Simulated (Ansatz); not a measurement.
# N on Nb(110): change of the work function

How does N on the hollow site change the work function of Nb(110) as the layer fills?

Main program and level: Ansatz 0.2.0; plane-wave DFT, PBE, Ansatz PAW.

Report form: the programs' logs are mostly left out.

### Step 1. The starting structure

The cell holds 4 atoms: 4 Nb. Its edges and angles: a = 2.858 Å, b = 2.858 Å, c = 25.000 Å, α = 90.0°, β = 90.0°, γ = 70.5°. Vacuum lies along c.

### Step 2. The clean slab

The bare slab comes first, as the zero from which every change is counted. The two lowest layers are held at bulk places and the upper ones relax. The dipole correction removes the false field that a one-sided slab makes across the periodic vacuum, so each face gets a flat vacuum level of its own.

The input, input.yaml:

```yaml
crystal:
  lattice:
    - [2.3334523779, -1.65, 0.0]
    - [2.3334523779, 1.65, 0.0]
    - [0.0, 0.0, 25.0003571337]
  atoms:
    - { symbol: Nb, position: [0.0, 0.0, 0.3599948573] }
    - { symbol: Nb, position: [0.5, 0.5, 0.4533316191] }
    - { symbol: Nb, position: [0.0, 0.0, 0.5466683809] }
    - { symbol: Nb, position: [0.5, 0.5, 0.6400051427] }
kpoints:
  mp_grid: { grid: [12, 12, 1] }
hamiltonian:
  xc: pbe
scf:
  occupations: { method: fermi_dirac, width: 0.1 }
  convergence: { dr2_threshold: 1.0e-08 }
efield:
  axis: 3
  dipole_correction: true
  ramp_position: 0.97
  ramp_width: 0.06
relax:
  f_tol: 0.02
  max_steps: 60
  constraints: [{ sites: [0, 1] }]
output:
  write_potential: true
  write_density: true
  volumetric_format: npy
```

Started as:

```console
ansatz run input.yaml --threads 4 --pin off --max-ram 16384MiB --backend cpu --events-out ev --progress --plain --runs-dir out
```

Elapsed: 17 s, on 4 threads of Arm Neoverse V1, shared host; peak memory 0.56 GiB.

The steps of the relaxation:

```
step  energy less that of the first step (eV)  largest force component (eV/Å)
   1                                   0.0000                          0.3894
   2                                   0.0061                          0.5460
   3                                  -0.0148                          0.0045
```

Relaxation step 2 was tried and not accepted.

Forces are held to the 4 operations that the run works with; a distortion that breaks them can't arise in this run.

The atoms that moved most (Å):

```
atom     dx     dy      dz  length
 Nb4  0.000  0.000  -0.054   0.054
 Nb3  0.000  0.000   0.029   0.029
```

Final coordinates:

```cif
data_structure
_symmetry_space_group_name_H-M 'P 1'
_symmetry_Int_Tables_number 1
_cell_length_a 2.8579
_cell_length_b 2.8579
_cell_length_c 25.0004
_cell_angle_alpha 90.000
_cell_angle_beta 90.000
_cell_angle_gamma 70.529
_cell_volume 192.51
loop_
_atom_site_label
_atom_site_type_symbol
_atom_site_fract_x
_atom_site_fract_y
_atom_site_fract_z
_atom_site_occupancy
Nb1 Nb 0.00000 0.00000 0.35999 1
Nb2 Nb 0.50000 0.50000 0.45333 1
Nb3 Nb 0.00000 0.00000 0.54784 1
Nb4 Nb 0.50000 0.50000 0.63786 1
```

This step gave:

* energy at zero smearing: -18207.1363 eV
* work function, upper face: 4.492 eV
* work function, lower face: 4.529 eV
* dipole along the normal: 0.001540 e·Å
* step between the vacuum levels: -0.03620 eV

Running mean over 2.333 Å of the planar mean; the ramp of the sawtooth is left out. Electron's electrostatic potential energy less the Fermi level against z:

z (Å), electron's electrostatic potential energy less the Fermi level (eV) and a bar from the least value:
```
      3.5        4.5 ##############################
      4.0        4.5 ##############################
      4.5        4.5 ##############################
      5.0        4.5 ##############################
      5.5        4.5 ##############################
      6.0        4.3 ##############################
      6.5        3.9 #############################
      7.0        2.8 ###########################
      7.5       -0.5 #####################
      8.0       -5.9 ###########
      8.5       -9.9 ####
      9.0      -11.0 #
      9.5      -11.1 #
     10.0      -11.0 ##
     10.5      -10.9 ##
     11.0      -10.9 ##
     11.5      -10.9 ##
     12.0      -10.8 ##
     12.5      -10.6 ##
     13.0      -10.7 ##
     13.5      -10.9 ##
     14.0      -11.2 #
     14.5      -11.7 
     15.0      -11.8 
     15.5      -11.5 #
     16.0      -11.1 #
     16.5       -9.6 ####
     17.0       -5.3 ############
     17.5       -0.1 ######################
     18.0        3.0 ###########################
     18.5        4.0 #############################
     19.0        4.3 ##############################
     19.5        4.4 ##############################
     20.0        4.5 ##############################
     20.5        4.5 ##############################
     21.0        4.5 ##############################
     21.5        4.5 ##############################
```

The relaxation took 3 steps and lowered the energy by 0.015 eV; the largest force on the free atoms ends at 0.0045 eV/Å.

The work function of the upper face is 4.49 eV.

### Step 3. The covered slab, k-mesh 4×4×1, coverage 0.111 ML

System of this step: Nb36N (N/Nb(110)). The cell holds 37 atoms: 36 Nb and 1 N. Cell: a = 8.574 Å, b = 8.574 Å, c = 26.774 Å, α = 90.0°, β = 90.0°, γ = 70.5°. Vacuum lies along c.

The clean slab as it ended is repeated in the plane and the adsorbate is set on one face; the cell's size fixes the coverage, and the k-mesh shrinks with it to keep the sampling density about even. Adsorbate and upper layers relax, since the dipole depends on the height.

The input, input.yaml:

```yaml
crystal:
  lattice:
    - [7.0003571337, -4.95, 0.0]
    - [7.0003571337, 4.95, 0.0]
    - [0.0, 0.0, 26.7744808207]
  atoms:
    - { symbol: Nb, position: [0.0, 0.0, 0.3361409717] }
    - { symbol: Nb, position: [0.1666666667, 0.1666666667, 0.4232930773] }
    - { symbol: Nb, position: [0.0, 0.0, 0.5115348261] }
    - { symbol: Nb, position: [0.1666666667, 0.1666666667, 0.5955904945] }
    - { symbol: Nb, position: [0.0, 0.3333333333, 0.3361409717] }
    - { symbol: Nb, position: [0.1666666667, 0.5, 0.4232930773] }
    - { symbol: Nb, position: [0.0, 0.3333333333, 0.5115348261] }
    - { symbol: Nb, position: [0.1666666667, 0.5, 0.5955904945] }
[... 24 atom lines left out ...]
    - { symbol: Nb, position: [0.6666666667, 0.6666666667, 0.3361409717] }
    - { symbol: Nb, position: [0.8333333333, 0.8333333333, 0.4232930773] }
    - { symbol: Nb, position: [0.6666666667, 0.6666666667, 0.5115348261] }
    - { symbol: Nb, position: [0.8333333333, 0.8333333333, 0.5955904945] }
    - { symbol: "N", position: [0.28, 0.28, 0.6638590283] }
kpoints:
  mp_grid: { grid: [4, 4, 1] }
hamiltonian:
  xc: pbe
scf:
  occupations: { method: fermi_dirac, width: 0.1 }
  convergence: { dr2_threshold: 1.0e-08 }
efield:
  axis: 3
  dipole_correction: true
  ramp_position: 0.97
  ramp_width: 0.06
relax:
  f_tol: 0.02
  max_steps: 60
  constraints:
    - { sites: [0, 1, 4, 5, 8, 9, 12, 13, 16, 17, 20, 21, 24, 25, 28, 29, 32, 33] }
output:
  write_potential: true
  write_density: true
  volumetric_format: npy
```

Run time: 25 min. Hardware: 4 threads; peak memory 9.4 GiB; 1.7 h of CPU time.

This run has no spin polarisation although its electron count is odd.

Relaxation path:

```
step  energy less that of the first step (eV)  largest force component (eV/Å)
   1                                   0.0000                          5.1378
   2                                  -1.4780                          4.5950
   3                                  -2.4835                          2.4971
   4                                  -2.9003                          0.9776
   5                                  -3.0533                          0.2236
   6                                  -2.9903                          0.3812
   7                                  -3.0768                          0.0758
   8                                  -3.0777                          0.0628
   9                                  -3.0787                          0.0339
  10                                  -3.0790                          0.0115
```

Relaxation step 6 was tried and not accepted.

The run keeps the 2 symmetry operations that it works with, so distortions that break them were not tested.

The atoms that moved most (Å):

```
atom      dx      dy      dz  length
 N37   0.027   0.000  -0.782   0.783
 Nb4  -0.229   0.000   0.150   0.274
Nb20   0.118   0.000  -0.012   0.119
Nb28  -0.080   0.017   0.042   0.092
Nb12  -0.080  -0.017   0.042   0.092
 Nb8  -0.033  -0.055   0.065   0.091
Nb16  -0.033   0.055   0.065   0.091
 Nb7  -0.017  -0.011   0.030   0.036
```

The relaxed structure:

```
Nb N
1.0
     7.00036   -4.95000    0.00000
     7.00036    4.95000    0.00000
     0.00000    0.00000   26.77448
Nb N
36 1
Direct
  0.00000 0.00000 0.33614
  0.16667 0.16667 0.42329
  0.99926 0.99926 0.51170
  0.15033 0.15033 0.60121
  0.00000 0.33333 0.33614
  0.16667 0.50000 0.42329
  0.99989 0.33104 0.51267
  0.16984 0.49213 0.59801
  0.00000 0.66667 0.33614
  0.16667 0.83333 0.42329
  0.99824 0.66814 0.51065
  0.16262 0.82589 0.59716
  0.33333 0.00000 0.33614
  0.50000 0.16667 0.42329
  0.33104 0.99989 0.51267
  0.49213 0.16984 0.59801
  0.33333 0.33333 0.33614
  0.50000 0.50000 0.42329
  0.33289 0.33289 0.51091
  0.50844 0.50844 0.59516
  0.33333 0.66667 0.33614
  0.50000 0.83333 0.42329
  0.33323 0.66572 0.51175
  0.50061 0.83213 0.59442
  0.66667 0.00000 0.33614
  0.83333 0.16667 0.42329
  0.66814 0.99824 0.51065
  0.82589 0.16262 0.59716
  0.66667 0.33333 0.33614
  0.83333 0.50000 0.42329
  0.66572 0.33323 0.51175
  0.83213 0.50061 0.59442
  0.66667 0.66667 0.33614
  0.83333 0.83333 0.42329
  0.66687 0.66687 0.51038
  0.83261 0.83261 0.59513
  0.28191 0.28191 0.63464
```

This step gave:

| Item | Value |
| --- | --- |
| energy at zero smearing | -164250.2151 eV |
| work function, upper face | 4.490 eV |
| work function, lower face | 4.523 eV |
| dipole along the normal | 0.01240 e·Å |
| step between the vacuum levels | -0.03236 eV |

Running mean over 2.333 Å of the planar mean; the ramp of the sawtooth is left out. Electron's electrostatic potential energy less the Fermi level against z:

```
z (Å)  electron's electrostatic potential energy less the Fermi level (eV)
  3.5                                                                 4.52
  4.0                                                                 4.52
  4.5                                                                 4.52
  5.0                                                                 4.50
  5.5                                                                 4.46
  6.0                                                                 4.33
  6.5                                                                 3.94
  7.0                                                                 2.80
  7.5                                                               -0.554
  8.0                                                                -5.88
  8.5                                                                -9.88
  9.0                                                                -11.0
  9.5                                                                -11.1
 10.0                                                                -11.0
 10.5                                                                -10.9
 11.0                                                                -10.9
 11.5                                                                -10.9
 12.0                                                                -10.8
 12.5                                                                -10.7
 13.0                                                                -10.8
 13.5                                                                -10.9
 14.0                                                                -11.1
 14.5                                                                -11.4
 15.0                                                                -11.5
 15.5                                                                -11.4
 16.0                                                                -11.4
 16.5                                                                -10.2
 17.0                                                                -6.05
 17.5                                                               -0.750
 18.0                                                                 2.59
 18.5                                                                 3.88
 19.0                                                                 4.32
 19.5                                                                 4.44
 20.0                                                                 4.48
 20.5                                                                 4.49
 21.0                                                                 4.49
 21.5                                                                 4.49
 22.0                                                                 4.49
 22.5                                                                 4.49
 23.0                                                                 4.49
 23.5                                                                 4.49
```

The relaxation took 10 steps and lowered the energy by 3.1 eV; the largest force on the free atoms ends at 0.012 eV/Å.

The covered face has 4.49 eV, -0.00 eV against the clean one; the bare back face has moved by -0.01 eV, a measure of how thin the slab is.

(Part 1 of 2 ends here.)

[Logs are printed without paths, hosts, clocks, repeated set-up lines and the standing remarks that a program may print on its own settings, such as how far it seeks lower states.]

[Hosts, paths, dates, database ids (printed as entryN), source tags and the programs' standing remarks are cut or masked in the printed files.]

[Maps of the electrostatic potential energy from Ansatz leave out the sawtooth potential of an applied field or a dipole correction, so their vacuum need not be flat; planar profiles and work functions include it.]
